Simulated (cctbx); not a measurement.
**Diagnosing a refinement**

Cell a = 5.2200 Å, b = 5.2200 Å, c = 11.1660 Å, α = 90.00°, β = 90.00°, γ = 90.00°; space group P4/nmm (no. 129, origin choice 1). The compound is SrVPbI.

The data are simulated with cctbx, not measured: Mo Kα, λ = 0.71073 Å, to d = 0.84 Å, 80 % of the full sphere, strongest reflection 20000 counts, noise from counting, a 1.5 % proportional error and a noise floor of 15 counts (s.d.); no absorption, and some extinction, which the refinements don't model.

An anisotropic refinement with weights 1/σ² prints:

```text
Rint 0.023, 194 unique reflections to 0.85 A
cycle     R1     wR2    GooF  max shift (A)
   1  0.1778  0.3230  21.133   0.00076
   2  0.1603  0.2897  18.954   0.00019
final R1 0.1603 wR2 0.2897 GooF 18.954  parameters 7  data/parameter 27.7
atom        x        y        z      Ueq    occ   su(xyz)  su(Uiso or U11)
Pb1    0.00000  0.00000  0.50000   0.0179  1.000  0.00000  0.0022
I1     0.00000  0.00000  0.00000   0.0119  1.000  0.00000  0.0024
Sr1    0.50000  0.00000  0.13625   0.0141  1.000  0.00127  0.0037
difference map: max 46.60 min -6.94 rms 1.81
Q1    0.0000  0.5000  0.3194    2   47.10  3.30 A from Pb1
Q2    0.0000  0.0000  0.5000    2    6.35  0.00 A from Pb1
Q3    0.0000  0.5000  0.8410    2    6.15  0.25 A from Sr1
Q4    0.0000  0.5000  0.1800    2    5.63  3.29 A from I1
Q5    0.0000  0.0000  0.0000    2    5.00  0.00 A from I1
Q6    0.0000  0.0000  0.3296    4    3.64  1.90 A from Pb1
```

Q: Accept it or mend it, and why?

Mend it. The fault: an atom left out, V at (1/2, 0, 0.6799). Against the right model at the same level, R1 goes from 0.0093 to 0.1603 and GooF from 1.03 to 18.95 and the top difference peak, 47.1 e/Å³, lies 3.30 Å from Pb1. Q1 is the missing atom. With scattering power missing, scale and phases suffer, so peaks may also grow on the heavy atoms.

The compound is SrVPbI. The right model at the same level gives:

```text
Rint 0.023, 194 unique reflections to 0.85 A
cycle     R1     wR2    GooF  max shift (A)
   1  0.0399  0.0873   5.759   0.00533
   2  0.0093  0.0156   1.027   0.00000
final R1 0.0093 wR2 0.0156 GooF 1.027  parameters 10  data/parameter 19.4
atom        x        y        z      Ueq    occ   su(xyz)  su(Uiso or U11)
Pb1    0.00000  0.00000  0.50000   0.0195  1.000  0.00000  0.0001
I1     0.00000  0.00000  0.00000   0.0165  1.000  0.00000  0.0002
Sr1    0.50000  0.00000  0.13678   0.0183  1.000  0.00006  0.0002
V1     0.50000  0.00000  0.67993   0.0316  1.000  0.00015  0.0006
difference map: max 0.43 min -0.72 rms 0.12
Q1    0.0000  0.3434  0.9747    8    0.47  1.49 A from Sr1
Q2    0.2098  0.2902  0.5329    8    0.42  1.91 A from Pb1
Q3    0.0000  0.2789  0.0705    8    0.38  1.66 A from I1
Q4    0.0000  0.5000  0.9235    2    0.38  0.67 A from Sr1
Q5    0.1887  0.3113  0.6232    8    0.37  2.35 A from Pb1
Q6    0.0000  0.3296  0.2612    8    0.37  1.11 A from V1
```

The model was made for the exercise: a known structure type with other elements put in, its volume estimated, not relaxed; displacement parameters are assumed.

[Middle refinement cycles are left out of these outputs.]

[Logs are printed without paths, hosts, clocks, repeated set-up lines and the standing remarks that a program may print on its own settings, such as how far it seeks lower states.]
